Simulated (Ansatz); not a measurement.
# The false plateau in GW convergence: LiMgBN2 (I-4m2)

Wanted: the G0W0 gap of LiMgBN2 (I-4m2) over a grid of bands and cutoffs.

Calculated with Ansatz 0.2.0; G0W0 on PBE, plane waves, PAW; PAW set soft_1.

Most raw output is cut from this account.

## (1) The starting structure

Symmetry: I-4m2, No. 119, tetragonal system. Conventional cell: a = 3.819 Å, b = 3.819 Å, c = 8.887 Å, α = 90.00°, β = 90.00°, γ = 90.00°. Nearest to Li lie 4 N at 2.10 Å. Nearest to Mg lie 4 N at 2.10 Å. B has 2 N at 1.34 Å nearest. Nearest to N lie 1 B at 1.34 Å and 2 Li at 2.10 Å and 2 Mg at 2.10 Å. Farther neighbours and most contacts between anions are not listed.

The cell and positions are those that the Materials Project relaxed with its own functionals (PBE, PBE+U or r2SCAN), kept fixed.

## (2) 52 empty bands, screening to 50 eV

G0W0 replaces the xc potential by the self-energy, built once from these orbitals. Only a window of levels is corrected, while the sums run over the empty bands that the input names. This step takes PAW set soft_1 files.

input.yaml reads:

```yaml
crystal:
  lattice:
    - [-1.909656, 1.909656, 4.443522]
    - [1.909656, -1.909656, 4.443522]
    - [1.909656, 1.909656, -4.443522]
  atoms:
    - { symbol: Li, position: [0.25, 0.75, 0.5] }
    - { symbol: Mg, position: [0.75, 0.25, 0.5] }
    - { symbol: B, position: [0.5, 0.5, 0.0] }
    - { symbol: "N", position: [0.6512635, 0.6512635, 0.0] }
    - { symbol: "N", position: [0.3487365, 0.3487365, 0.0] }
kpoints:
  mp_grid: { grid: [6, 6, 6] }
hamiltonian:
  xc: pbe
  pseudopotentials: { kind: paw, azcp: { folder: soft_1 } }
scf:
  occupations: { method: fixed }
gw:
  n_empty_bands: 52
  ecut_chi: 50
  qp_bands: [v2, c2]
  qp_kpoints: band_edges
  screening: { model: contour_deformation }
```

Launch:

```
> ansatz run input.yaml --threads 2 --pin off --max-ram 92160MiB --backend cuda --events-out ev --progress --plain --runs-dir out --devices 1 --max-vram 13GiB
```

The job ended after 19 s (1 × NVIDIA H100 80GB HBM3 (shared by 6 runs) with 2 threads of AMD EPYC 7R13 (Zen 3), shared host; peak memory 1 GiB).

This step gave:

- bands summed: 65
- RPA ε∞ on this mesh (eigenvalues): 2.643, 2.643, 3.576
- plane waves in the screening matrix: 45
- q-points in the mesh: 216
- G0W0 gap on the mesh: 3.783 eV
- k of the valence top: -0.5, -0.5, -0.5
- k of the conduction bottom: 0, 0, 0
- starting gap on the mesh: 2.603 eV
- Z at the valence top: 0.7854
- Z at the conduction bottom: 0.8411
- least direct G0W0 gap on the computed points: 4.804 eV

The gap on the mesh goes from 2.60 eV to 3.78 eV, a correction of +1.18 eV. Between the two edge states, bare exchange in place of the xc potential would open the gap by 7.39 eV, and correlation takes back 6.21 eV.

## (3) 270 empty bands, screening to 50 eV

Edit input.yaml of step 2 so:

```diff
@@ -19,3 +19,3 @@
 gw:
-  n_empty_bands: 52
+  n_empty_bands: 270
   ecut_chi: 50
```

Elapsed: 34 s, on 1 × NVIDIA H100 80GB HBM3 (shared by 6 runs) with 2 threads; peak memory 1.4 GiB; 48 s of CPU time.

Numbers from this step:

- bands summed: 283
- RPA ε∞ on this mesh (eigenvalues): 2.652, 2.652, 3.587
- plane waves in the screening matrix: 45
- G0W0 gap on the mesh: 3.815 eV
- k of the valence top: -0.5, -0.5, -0.5
- k of the conduction bottom: 0, 0, 0
- starting gap on the mesh: 2.603 eV
- least direct G0W0 gap on the computed points: 4.829 eV

Against the run with 6×6×6 mesh, 52 empty bands, screening to 50 eV, PAW set soft_1 files, the gap moves by +0.03 eV.

## (4) 147 empty bands, screening to 100 eV

Bands and screening cutoff are moved together, since each hides the error of the other.

Edit input.yaml of step 3 so:

```diff
@@ -19,4 +19,4 @@
 gw:
-  n_empty_bands: 270
-  ecut_chi: 50
+  n_empty_bands: 147
+  ecut_chi: 100
   qp_bands: [v2, c2]
```

It took 28 s on 1 × NVIDIA H100 80GB HBM3 (shared by 6 runs) with 2 threads; peak memory 1.3 GiB; 41 s of CPU time.

The G0W0 gap on the mesh is 4.133 eV.

## (5) 764 empty bands, screening to 100 eV

Edit input.yaml of step 4 so:

```diff
@@ -19,3 +19,3 @@
 gw:
-  n_empty_bands: 147
+  n_empty_bands: 764
   ecut_chi: 100
```

The job ended after 4.4 min (1 × NVIDIA H100 80GB HBM3 (shared by 6 runs) with 2 threads; peak memory 2.5 GiB; 7.9 min of CPU time).

The G0W0 gap on the mesh is 4.197 eV.

## (6) 52 empty bands, screening to 150 eV

Edit input.yaml of step 5 so:

```diff
@@ -19,4 +19,4 @@
 gw:
-  n_empty_bands: 764
-  ecut_chi: 100
+  n_empty_bands: 52
+  ecut_chi: 150
   qp_bands: [v2, c2]
```

Wall time 19 s (1 × NVIDIA H100 80GB HBM3 (shared by 6 runs) with 2 threads); peak memory 1.4 GiB; 26 s of CPU time.

The G0W0 gap on the mesh is 3.973 eV.

## (7) 270 empty bands, screening to 150 eV

Edit input.yaml of step 6 so:

```diff
@@ -19,3 +19,3 @@
 gw:
-  n_empty_bands: 52
+  n_empty_bands: 270
   ecut_chi: 150
```

It took 59 s on 1 × NVIDIA H100 80GB HBM3 (shared by 6 runs) with 2 threads; peak memory 1.7 GiB.

The G0W0 gap on the mesh is 4.291 eV.

## (8) 480 empty bands, screening to 220 eV

Edit input.yaml of step 7 so:

```diff
@@ -19,4 +19,4 @@
 gw:
-  n_empty_bands: 270
-  ecut_chi: 150
+  n_empty_bands: 480
+  ecut_chi: 220
   qp_bands: [v2, c2]
```

Run time: 1.7 min. Hardware: 1 × NVIDIA H100 80GB HBM3 (shared by 6 runs) with 2 threads; peak memory 2.9 GiB; 3 min of CPU time.

The G0W0 gap on the mesh is 4.386 eV.

## (9) 147 empty bands, screening to 300 eV

Edit input.yaml of step 8 so:

```diff
@@ -19,4 +19,4 @@
 gw:
-  n_empty_bands: 480
-  ecut_chi: 220
+  n_empty_bands: 147
+  ecut_chi: 300
   qp_bands: [v2, c2]
```

Wall time 39 s (1 × NVIDIA H100 80GB HBM3 (shared by 6 runs) with 2 threads); peak memory 4.3 GiB; 54 s of CPU time.

The G0W0 gap on the mesh is 4.207 eV.

## (10) 764 empty bands, screening to 300 eV

Edit input.yaml of step 9 so:

```diff
@@ -19,3 +19,3 @@
 gw:
-  n_empty_bands: 147
+  n_empty_bands: 764
   ecut_chi: 300
```

It took 3 min on 1 × NVIDIA H100 80GB HBM3 (shared by 6 runs) with 2 threads; peak memory 5.2 GiB.

The G0W0 gap on the mesh is 4.432 eV.

## (11) The grid

Start PBE, 6×6×6 mesh. Times are wall times on 1 × NVIDIA H100 80GB HBM3 (shared by 6 runs) with 2 threads of AMD EPYC 7R13 (Zen 3), shared host, good to a factor of about two.

| cutoff (eV) | plane waves at q = 0 | bands summed | gap (eV) | Σc valence (eV) | Σc conduction (eV) | time |
| --- | --- | --- | --- | --- | --- | --- |
| 50 | 45 | 65 | 3.783 | 3.12 | -3.09 | 19 s |
| 50 | 45 | 283 | 3.815 | 2.91 | -3.27 | 34 s |
| 100 | 147 | 160 | 4.133 | 2.71 | -3.15 | 28 s |
| 100 | 147 | 777 | 4.197 | 2.57 | -3.23 | 4.4 min |
| 150 | 269 | 65 | 3.973 | 3.06 | -2.97 | 19 s |
| 150 | 269 | 283 | 4.291 | 2.50 | -3.21 | 59 s |
| 220 | 479 | 493 | 4.386 | 2.35 | -3.26 | 1.7 min |
| 300 | 777 | 160 | 4.207 | 2.64 | -3.15 | 39 s |
| 300 | 777 | 777 | 4.432 | 2.27 | -3.30 | 3 min |

## (12) Results

- 65 bands, 50 eV: 3.783 eV
- 283 bands, 50 eV: 3.815 eV
- 160 bands, 100 eV: 4.133 eV
- 777 bands, 100 eV: 4.197 eV
- 65 bands, 150 eV: 3.973 eV
- 283 bands, 150 eV: 4.291 eV
- 493 bands, 220 eV: 4.386 eV
- 160 bands, 300 eV: 4.207 eV
- 777 bands, 300 eV: 4.432 eV
- estimated limit along the diagonal: 4.51 eV
- mesh and start: 6×6×6, PBE

**Reading.** At 50 eV, going from 65 to 283 bands moves the gap by +0.03 eV. At 100 eV, going from 160 to 777 bands moves the gap by +0.06 eV. At 150 eV, going from 65 to 283 bands moves the gap by +0.32 eV. At 300 eV, going from 160 to 777 bands moves the gap by +0.23 eV. At 65 bands, raising the cutoff from 50 to 150 eV moves it by +0.19 eV. At 283 bands, raising the cutoff from 50 to 150 eV moves it by +0.48 eV. At 160 bands, raising the cutoff from 100 to 300 eV moves it by +0.07 eV. At 777 bands, raising the cutoff from 100 to 300 eV moves it by +0.23 eV. Along the diagonal, where both rise together, the two highest rungs point to 4.51 eV. Gaps are over the mesh's points; an edge off the mesh would be missed. A low cutoff hides what high bands add, so a band series at one cutoff can look settled before the gap is.

[Paths, hosts, dates, memory and timing lines, banners, echoed tables and standing remarks are left out of the program output.]

[Logs are printed without paths, hosts, clocks, repeated set-up lines and the standing remarks that a program may print on its own settings, such as how far it seeks lower states.]

[Runs of the session that timed out or met a known fault of the program may be left out.]

[Cells called generated may have been cut or substituted from an entry of the Crystallography Open Database or the Materials Project.]

[Hosts, paths, dates, database ids (printed as entryN), source tags and the programs' standing remarks are cut or masked in the printed files.]
